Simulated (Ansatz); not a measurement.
# AlIn (hypothetical, Fm-3m): thermal expansion from first principles, part 2 of 4

Aim: the lattice, expansion, heat capacity and bulk modulus of AlIn (hypothetical) as it warms. The crystal structure is hypothetical: it was made by swapping elements on a known structure type.

Ansatz 0.2.0; DFT PBE, scalar-relativistic, plane waves, PAW.

So far. Step 2 (Probe on a coarse mesh): The start is under 32 GPa at this level and looks like a metal on this mesh.

### Step 4. Finding the static equilibrium

Phonons are second derivatives about a minimum, so cell and atoms are relaxed first, inside the symmetry of the start.

input.yaml reads:

```yaml
crystal:
  lattice:
    - [0.0, 2.9053759614, 2.9053759614]
    - [2.9053759614, 0.0, 2.9053759614]
    - [2.9053759614, 2.9053759614, 0.0]
  atoms:
    - { symbol: Al, position: [0.5, 0.5, 0.5] }
    - { symbol: In, position: [0.0, 0.0, 0.0] }
kpoints:
  mp_grid: { grid: [12, 12, 12] }
hamiltonian:
  xc: pbe
scf:
  occupations: { method: gaussian, width: 0.1 }
output:
  forces: true
  stress: true
  eigenvalues: true
  write_density: true
  write_potential: true
  elf: true
  volumetric_format: npy
relax:
  adjacent_minimum: "off"
  f_tol: 0.005
  max_steps: 80
  cell: { stress_tol: 0.05 }
```

Run with:

```
ansatz run input.yaml --threads 4 --pin off --max-ram 8192MiB --backend cpu --events-out ev --progress --plain --runs-dir out
```

Numbers of over 12 decimals in the logs are rounded to 6 here.

What it wrote:

```text
[...]
Crystal: 2 atoms, lattice volume = 49.050 Å³
Basis set: ecut = 420 eV, 941 PW (Γ), exchange–correlation on 60×60×60 points (8 copies of the dense FFT grid, shifted against one another)
Bands: 12, of which v1, the nominal top of the filled ones, is band 8 counted from 1 (7 counted from 0)
Symmetry: 48 space group operations
[...]
k-points: 72 of 1728
[...]
SCF iter   1: F=—  HF=-6134.771422 eV  |F-HF|=—  |Δ(HF+E_count)|=         —  Δρ=1.39e-3  dr2=1.00e-3  ethr=1.77e-3  ⟨swp⟩=5.7  Hψ=5535  notcnv=0
[...]
SCF iter   6: F=-6134.770672 eV  HF=-6134.770672 eV  |F-HF|=2.84e-9  |Δ(HF+E_count)|=   3.53e-8  Δρ=3.58e-6  dr2=5.87e-9  ethr=6.25e-10  ⟨swp⟩=10.0  Hψ=6217  notcnv=0
SCF 1 converged in 6 iterations: F = -6134.770672 eV  dr2 = 5.87e-9
[...]
relax step   1: F+E_penalty+E_count = -6134.77067209 eV  Δ(F+E_penalty+E_count) = +0.000e0 eV  max|allowed force component| = 5.177e-31 eV/Å  Δτ_max = 0.0000 Å  P = -0.253 GPa  Ω = 49.050 Å³  (6 SCF iters, dr2 threshold 1.00e-7 eV, accepted)
Crystal: 2 atoms, lattice volume = 48.717 Å³
[...]
SCF iter   4: F=-6134.770989 eV  HF=-6134.770989 eV  |F-HF|=7.91e-10  |Δ(HF+E_count)|=   5.60e-8  Δρ=3.31e-6  dr2=4.70e-9  ethr=9.99e-10  ⟨swp⟩=9.1  Hψ=5734  notcnv=0
SCF 2 converged in 4 iterations: F = -6134.770989 eV  dr2 = 4.70e-9
relax step   2: F+E_penalty+E_count = -6134.77098908 eV  Δ(F+E_penalty+E_count) = -3.170e-4 eV  max|allowed force component| = 5.916e-31 eV/Å  Δτ_max = 0.0000 Å  P = +0.032 GPa  Ω = 48.717 Å³  energy of the carried Pulay correction = +8.557e-5 eV  (4 SCF iters, dr2 threshold 1.60e-7 eV, accepted)
[...]
SCF iter   5: F=-6134.770906 eV  HF=-6134.770906 eV  |F-HF|=1.82e-12  |Δ(HF+E_count)|=  3.64e-11  Δρ=1.19e-7  dr2=4.39e-12  ethr=1.00e-12  ⟨swp⟩=5.7  Hψ=3932  notcnv=0
SCF 3 converged in 5 iterations: F = -6134.770906 eV  dr2 = 4.39e-12
[...]
relax step   3: F+E_penalty+E_count = -6134.77090610 eV  Δ(F+E_penalty+E_count) = +8.298e-5 eV  max|allowed force component| = 7.396e-31 eV/Å  Δτ_max = 0.0000 Å  P = +0.031 GPa  Ω = 48.717 Å³  stress off target by 3.09e-2 GPa  SCF on the basis re-selected at this cell (its energy is not comparable with the rows above)  (5 SCF iters)
basis re-selected at this cell: Δ(F+E_penalty+E_count) = +8.298e-5 eV, ΔP = -0.001 GPa vs the last step (what re-selecting the basis moved, of the pressure what is left beyond the Pulay correction that the steps carried, after the strain that the cell walked since its last selection, with what the two solves' SCF thresholds leave and, on support functions, any second-order correction that the steps lacked; it is no m [...]
SCF converged after 5 iterations
Free energy (F): -6134.770906 eV
[...]
Internal energy: -6134.767739 eV  (E = F + TS)
E sigma→0 (E₀):  -6134.769322 eV
Entropy (-TS):   -0.003167 eV (-1.584 meV/atom)
Fermi energy:    7.552634 eV
[...]
--- Stress (GPa, compression-positive) ---
        0.030912       0.000000       0.000000
        0.000000       0.030912       0.000000
        0.000000       0.000000       0.030912
  P = ⅓ Tr σ = 0.0309 GPa (0.309 kbar)
--- Band table (eV; the first three rows and the last of 72) ---
  k-point 0: bands = [... 4 lower, -6.8007, -1.6925, 9.8866, 9.8866, 9.8866, 12.0870, 14.0038, 14.0038]
  k-point 1: bands = [... 4 lower, -6.7979, -1.5978, 8.9856, 9.8587, 9.8587, 12.5387, 13.9448, 14.1606]
  k-point 2: bands = [... 4 lower, -6.7893, -1.3134, 7.4257, 9.8073, 9.8073, 12.5297, 13.5814, 13.5814]
  k-point 71: bands = [... 4 lower, -6.7235, 3.0185, 3.7233, 4.9692, 4.9692, 12.2820, 12.4654, 14.5797]
--- Relaxed structure (2 steps of the walk, 2 accepted, 1 SCFs on fresh bases) ---
[...]
cell:  # Å, volume = 48.7172 Å³
    - [0.0, 2.898794, 2.898794]
    - [2.898794, 0, 2.898794]
    - [2.898794, 2.898794, 0]
  atoms:
    - { symbol: Al, position: [0.5, 0.5, 0.5] }
    - { symbol: In, position: [0, 0, 0] }
```

The job ended after 2 s (4 threads of Arm Neoverse V2, shared host; peak memory 0.38 GiB; 6.8 s of CPU time).

Step by step:

```
step  energy less that of the first step (eV)  largest force component (eV/Å)  pressure (GPa)  volume (Å³)
   1                                   0.0000                          0.0000           -0.25        49.05
   2                                  -0.0003                          0.0000            0.03        48.72
  3*                                  -0.0002                          0.0000            0.03        48.72
```

Relaxation steps marked * repeat the geometry before them on a plane-wave basis chosen anew for their cell, so energy and pressure can jump there.

The run keeps the 48 symmetry operations that it works with, so distortions that break them were not tested.

```
conventional cell, symmetrised  before  after  change
                         a (Å)   5.811  5.798  -0.2 %
                         b (Å)   5.811  5.798  -0.2 %
                         c (Å)   5.811  5.798  -0.2 %
              volume (Å³/atom)   24.52  24.36  -0.7 %
```

Final coordinates:

```
Al In
1.0
     0.00000    2.89879    2.89879
     2.89879    0.00000    2.89879
     2.89879    2.89879    0.00000
Al In
1 1
Direct
  0.50000 0.50000 0.50000
  0.00000 0.00000 0.00000
```

Numbers from this step:

- pressure: 0.03091 GPa
- volume per atom: 24.36 Å³

Valence density in the ac plane of the conventional cell at fractional y = 0.000, with atoms of Al and In within 0.2 Å of it. It is the smooth field of the valence electrons, not physical close to the nuclei.

Ten steps, logarithmic in the rise over the least value, from '_' (0 e/Å³) to '@' (11 e/Å³), each cell a mean:
```
@@%%++::......______......--**@@
##++--....................::==**
----..______..........____..::--
::..________........________....
....________..::::::..______....
......____..--++++==::..__......
__........--++%%%%**==::......__
____....::--##@@@@%%++::......__
____......--**@@@@%%++::......__
..........::==**##++--..........
......____..::------..______....
....________....::..________....
::::..______........________..::
++==::..__............____..--++
%%**==::......____........--++%%
@@%%++::......______....::--##@@
```
Columns run along a (5.8 Å), rows up along c (5.8 Å), edges of the conventional cell, whose origin can differ from the input's. Atoms in or near the plane, at fractional coordinates: Al at (0.50, 0.00), Al at (0.00, 0.50), In at (0.00, 0.00), In at (0.50, 0.50).

ELF in the ac plane of the conventional cell at fractional y = 0.000, with atoms of Al and In within 0.2 Å of it. It is the smooth field of the valence electrons, not physical close to the nuclei.

Values, 16 rows by 16 columns, each cell a mean:
```
0.02 0.12 0.26 0.32 0.58 0.71 0.40 0.20 0.25 0.22 0.63 0.67 0.42 0.27 0.19 0.05
0.17 0.24 0.26 0.32 0.49 0.63 0.58 0.40 0.36 0.51 0.65 0.57 0.39 0.27 0.26 0.19
0.27 0.27 0.28 0.30 0.36 0.49 0.63 0.71 0.72 0.68 0.56 0.41 0.31 0.29 0.27 0.27
0.42 0.41 0.36 0.27 0.26 0.36 0.49 0.58 0.59 0.54 0.42 0.29 0.25 0.31 0.39 0.42
0.69 0.62 0.48 0.33 0.27 0.30 0.32 0.32 0.32 0.32 0.31 0.28 0.29 0.41 0.57 0.67
0.62 0.64 0.61 0.48 0.36 0.28 0.26 0.26 0.25 0.26 0.26 0.31 0.42 0.56 0.65 0.63
0.20 0.35 0.64 0.62 0.41 0.27 0.24 0.12 0.09 0.18 0.26 0.32 0.54 0.68 0.51 0.22
0.42 0.20 0.62 0.69 0.42 0.27 0.17 0.02 0.01 0.09 0.25 0.32 0.59 0.72 0.36 0.25
0.25 0.22 0.63 0.67 0.42 0.27 0.19 0.05 0.02 0.12 0.26 0.32 0.58 0.71 0.40 0.20
0.36 0.51 0.65 0.57 0.39 0.27 0.26 0.19 0.17 0.24 0.26 0.32 0.49 0.63 0.58 0.40
0.72 0.68 0.56 0.41 0.31 0.29 0.27 0.27 0.27 0.27 0.28 0.30 0.36 0.49 0.63 0.71
0.59 0.54 0.42 0.29 0.25 0.31 0.39 0.42 0.42 0.41 0.36 0.27 0.26 0.36 0.49 0.58
0.32 0.32 0.31 0.28 0.29 0.41 0.57 0.67 0.69 0.62 0.48 0.33 0.27 0.30 0.32 0.32
0.25 0.26 0.26 0.31 0.42 0.56 0.65 0.63 0.62 0.64 0.61 0.48 0.36 0.28 0.26 0.26
0.09 0.18 0.26 0.32 0.54 0.68 0.51 0.22 0.20 0.35 0.64 0.62 0.41 0.27 0.24 0.12
0.01 0.09 0.25 0.32 0.59 0.72 0.36 0.25 0.42 0.20 0.62 0.69 0.42 0.27 0.17 0.02
```
Columns run along a (5.8 Å), rows up along c (5.8 Å), edges of the conventional cell, whose origin can differ from the input's. Atoms in or near the plane, at fractional coordinates: Al at (0.50, 0.00), Al at (0.00, 0.50), In at (0.00, 0.00), In at (0.50, 0.50).

Electrostatic potential energy in the ac plane of the conventional cell at fractional y = 0.000, with atoms of Al and In within 0.2 Å of it. With pseudopotentials it is smooth inside the atoms' cores, unlike the true potential.

Ten even steps from '_' (-36 eV) to '@' (10 eV), each cell a mean:
```
____==%%@@##++####****%%@@**::__
..--##@@@@%%**++++**##@@@@%%==::
**##%%@@@@@@%%####%%@@@@@@@@%%**
%%@@@@@@@@@@@@@@@@@@@@@@@@@@@@@@
%%@@@@@@@@@@@@%%%%%%@@@@@@@@@@%%
**##%%@@@@%%##====++%%@@@@@@##**
**++##@@@@##--____..++%%@@%%****
%%****%%%%**..______==%%@@##++##
##****%%@@**::______==%%@@##++##
++**##@@@@%%==::..--##@@@@%%**++
##%%@@@@@@@@%%****##%%@@@@@@%%##
@@@@@@@@@@@@@@@@%%@@@@@@@@@@@@@@
%%%%@@@@@@@@@@%%%%@@@@@@@@@@@@%%
==++%%@@@@@@##****##%%@@@@%%##==
__..++%%@@%%******++##@@@@##--__
____==%%@@##++##%%****%%%%**..__
```
Columns run along a (5.8 Å; values clipped at the 3rd and 97th percentile), rows up along c (5.8 Å), edges of the conventional cell, whose origin can differ from the input's. Atoms in or near the plane, at fractional coordinates: Al at (0.50, 0.00), Al at (0.00, 0.50), In at (0.00, 0.00), In at (0.50, 0.50).

### Step 5. Tight relaxation

The thresholds are tightened for a last relaxation ahead of the phonons, and where mesh or smearing change with them the cell follows.

input.yaml, the sections that differ from step 4:

```yaml
crystal:
  lattice:
    - [0.0, 2.8987939677, 2.8987939677]
    - [2.8987939677, 0.0, 2.8987939677]
    - [2.8987939677, 2.8987939677, 0.0]
  atoms:
    - { symbol: Al, position: [0.5, 0.5, 0.5] }
    - { symbol: In, position: [0.0, 0.0, 0.0] }
scf:
  occupations: { method: methfessel_paxton, width: 0.15 }
relax:
  adjacent_minimum: "off"
  f_tol: 0.001
  max_steps: 60
  cell: { stress_tol: 0.01 }
# kpoints, hamiltonian, output: as in step 4
```

What it wrote:

```text
[...]
Crystal: 2 atoms, lattice volume = 48.717 Å³
Basis set: ecut = 420 eV, 941 PW (Γ), exchange–correlation on 60×60×60 points (8 copies of the dense FFT grid, shifted against one another)
Bands: 12, of which v1, the nominal top of the filled ones, is band 8 counted from 1 (7 counted from 0)
Symmetry: 48 space group operations
[...]
k-points: 72 of 1728
[...]
SCF iter   1: F=—  HF=-6134.769783 eV  |F-HF|=—  |Δ(HF+E_count)|=         —  Δρ=1.41e-3  dr2=1.02e-3  ethr=1.77e-3  ⟨swp⟩=5.4  Hψ=5373  notcnv=0
[...]
SCF iter   6: F=-6134.769030 eV  HF=-6134.769030 eV  |F-HF|=3.05e-9  |Δ(HF+E_count)|=   1.40e-7  S|Δr|=    0.00e0  Δρ=3.21e-6  dr2=4.52e-9  ethr=6.25e-10  ⟨swp⟩=7.3  Hψ=5617  notcnv=0
SCF 1 converged in 6 iterations: F = -6134.769030 eV  dr2 = 4.52e-9
[...]
relax step   1: F+E_penalty+E_count = -6134.76903002 eV  Δ(F+E_penalty+E_count) = +0.000e0 eV  max|allowed force component| = 5.670e-31 eV/Å  Δτ_max = 0.0000 Å  P = +0.023 GPa  Ω = 48.717 Å³  (6 SCF iters, dr2 threshold 1.00e-7 eV, accepted)
Crystal: 2 atoms, lattice volume = 48.747 Å³
[...]
SCF iter   4: F=-6134.769024 eV  HF=-6134.769024 eV  |F-HF|=1.73e-11  |Δ(HF+E_count)|=  1.70e-10  S|Δr|=    0.00e0  Δρ=3.25e-7  dr2=4.30e-11  ethr=8.16e-12  ⟨swp⟩=6.9  Hψ=3849  notcnv=0
SCF 2 converged in 4 iterations: F = -6134.769024 eV  dr2 = 4.30e-11
relax step   2: F+E_penalty+E_count = -6134.76902409 eV  Δ(F+E_penalty+E_count) = +5.925e-6 eV  max|allowed force component| = 2.054e-31 eV/Å  Δτ_max = 0.0000 Å  P = -0.003 GPa  Ω = 48.747 Å³  energy of the carried Pulay correction = -7.765e-6 eV  (4 SCF iters, dr2 threshold 1.31e-9 eV, accepted)
[...]
SCF iter   6: F=-6134.769031 eV  HF=-6134.769031 eV  |F-HF|=1.82e-12  |Δ(HF+E_count)|=    0.00e0  S|Δr|=    0.00e0  Δρ=2.99e-8  dr2=2.27e-13  ethr=1.00e-12  ⟨swp⟩=4.1  Hψ=2641  notcnv=0
SCF 3 converged in 6 iterations: F = -6134.769031 eV  dr2 = 2.27e-13
relax step   3: F+E_penalty+E_count = -6134.76903103 eV  Δ(F+E_penalty+E_count) = -6.936e-6 eV  max|allowed force component| = 2.999e-31 eV/Å  Δτ_max = 0.0000 Å  P = -0.003 GPa  Ω = 48.747 Å³  stress off target by 3.06e-3 GPa  SCF on the basis re-selected at this cell (its energy is not comparable with the rows above)  (6 SCF iters)
[...]
SCF converged after 6 iterations
Stability not checked: this state was not tested for a lower state beside it, because cold or Methfessel-Paxton smearing, or corrected tetrahedra, fill the levels in a way that the test cannot read (fill_not_monotonic; see scf.lower_state_search)
Free energy (F): -6134.769031 eV
[...]
Internal energy: -6134.770479 eV  (E = F + TS)
E sigma→0 (E₀):  -6134.769393 eV
Entropy (-TS):   0.001448 eV (0.724 meV/atom)
Fermi energy:    7.545002 eV
Step filling:    the computed levels leave a gap of 0.0238 eV = 0.2 smearing widths at the electron count; against every level under it full and every level over it empty, smearing changes F+E_penalty+E_count by +0.549 meV and its σ→0 estimate by +0.187 meV
[...]
--- Stress (GPa, compression-positive) ---
       -0.003061       0.000000       0.000000
        0.000000      -0.003061       0.000000
        0.000000       0.000000      -0.003061
  P = ⅓ Tr σ = -0.0031 GPa (-0.031 kbar)
--- Band table (eV; the first three rows and the last of 72) ---
  k-point 0: bands = [... 4 lower, -6.8074, -1.6957, 9.8785, 9.8785, 9.8785, 12.0729, 13.9959, 13.9959]
  k-point 1: bands = [... 4 lower, -6.8046, -1.6010, 8.9773, 9.8507, 9.8507, 12.5257, 13.9365, 14.1525]
  k-point 2: bands = [... 4 lower, -6.7960, -1.3167, 7.4180, 9.7994, 9.7994, 12.5191, 13.5723, 13.5723]
  k-point 71: bands = [... 4 lower, -6.7304, 3.0124, 3.7167, 4.9642, 4.9642, 12.2722, 12.4556, 14.5716]
--- Relaxed structure (2 steps of the walk, 2 accepted, 1 SCFs on fresh bases) ---
[...]
cell:  # Å, volume = 48.7470 Å³
    - [0, 2.899386, 2.899386]
    - [2.899386, 0, 2.899386]
    - [2.899386, 2.899386, 0]
  atoms:
    - { symbol: Al, position: [0.5, 0.5, 0.5] }
    - { symbol: In, position: [0, 0, 0] }
```

Wall time 1.9 s (4 threads); peak memory 0.37 GiB.

Little changed from the start: no atom moved by 0.005 Å and no cell edge by 0.1 %.

This step gave:

```yaml
pressure: -0.003061 GPa
volume_per_atom: 24.37 Å³
```

Electrostatic potential energy in the ac plane of the conventional cell at fractional y = 0.000, with atoms of Al and In within 0.2 Å of it. With pseudopotentials it is smooth inside the atoms' cores, unlike the true potential.

Ten even steps from '0' (-36 eV) to '9' (10 eV), each cell a mean:
```
0048975776689620
1379986556799842
6789998778999986
8999999999999999
8999999888999998
6789987445899976
6579973001589866
8668861000489757
7668962000489757
5679984213799865
7899998667899987
9999999989999999
8899999889999998
4589997667899874
0158986665799730
0048975786688610
```
Columns run along a (5.8 Å; values clipped at the 3rd and 97th percentile), rows up along c (5.8 Å), edges of the conventional cell, whose origin can differ from the input's. Atoms in or near the plane, at fractional coordinates: Al at (0.50, 0.00), Al at (0.00, 0.50), In at (0.00, 0.00), In at (0.50, 0.50).

ELF in the ac plane of the conventional cell at fractional y = 0.000, with atoms of Al and In within 0.2 Å of it. It is the smooth field of the valence electrons, not physical close to the nuclei.

Ten even steps from '_' (0.01) to '@' (0.72), each cell a mean:
```
__..--==##@@++::--::%%@@++--::__
::----==**%%##++==**%%##++----::
------====**%%@@@@@@##++==------
++++==----==**##%%##++----==++++
@@%%**==--============----++##@@
%%%%%%**==------------==++##%%%%
::==%%%%++----....::--==##@@**::
++::%%@@++--::____..--==%%@@==--
--::%%@@++--::____..--==##@@++::
==**%%##++----::::----==**%%##++
@@@@##++==------------====**%%@@
%%##++----==++++++++==----==**##
======----++##@@@@%%**==--======
------==++##%%%%%%%%%%**==------
..::--==##@@**::::==%%%%++----..
__..--==%%@@==--++::%%@@++--::__
```
Columns run along a (5.8 Å), rows up along c (5.8 Å), edges of the conventional cell, whose origin can differ from the input's. Atoms in or near the plane, at fractional coordinates: Al at (0.50, 0.00), Al at (0.00, 0.50), In at (0.00, 0.00), In at (0.50, 0.50).

Valence density in the ac plane of the conventional cell at fractional y = 0.000, with atoms of Al and In within 0.2 Å of it. It is the smooth field of the valence electrons, not physical close to the nuclei.

Ten steps, logarithmic in the rise over the least value, from '_' (0 e/Å³) to '@' (11 e/Å³), each cell a mean:
```
@@%%++::......______......--**@@
##++--....................::==**
----..______..........____..::--
::..________........________....
....________..::::::..______....
......____..--++++==::..__......
__........--++%%%%**==::......__
____....::--##@@@@%%++::......__
____......--**@@@@%%++::......__
..........::==**##++--..........
......____..::------..______....
....________....::..________....
::::..______........________..::
++==::..__............____..--++
%%**==::......____........--++%%
@@%%++::......______....::--##@@
```
Columns run along a (5.8 Å), rows up along c (5.8 Å), edges of the conventional cell, whose origin can differ from the input's. Atoms in or near the plane, at fractional coordinates: Al at (0.50, 0.00), Al at (0.00, 0.50), In at (0.00, 0.00), In at (0.50, 0.50).

The residual pressure is -0.0031 GPa, small enough for phonons.

[end of part 2 of 4]

[Logs are printed without paths, hosts, clocks, repeated set-up lines and the standing remarks that a program may print on its own settings, such as how far it seeks lower states.]

[Hosts, paths, dates, database ids (printed as entryN), source tags and the programs' standing remarks are cut or masked in the printed files.]

[A step with changed settings may run another functional than the one named; its input shows which.]
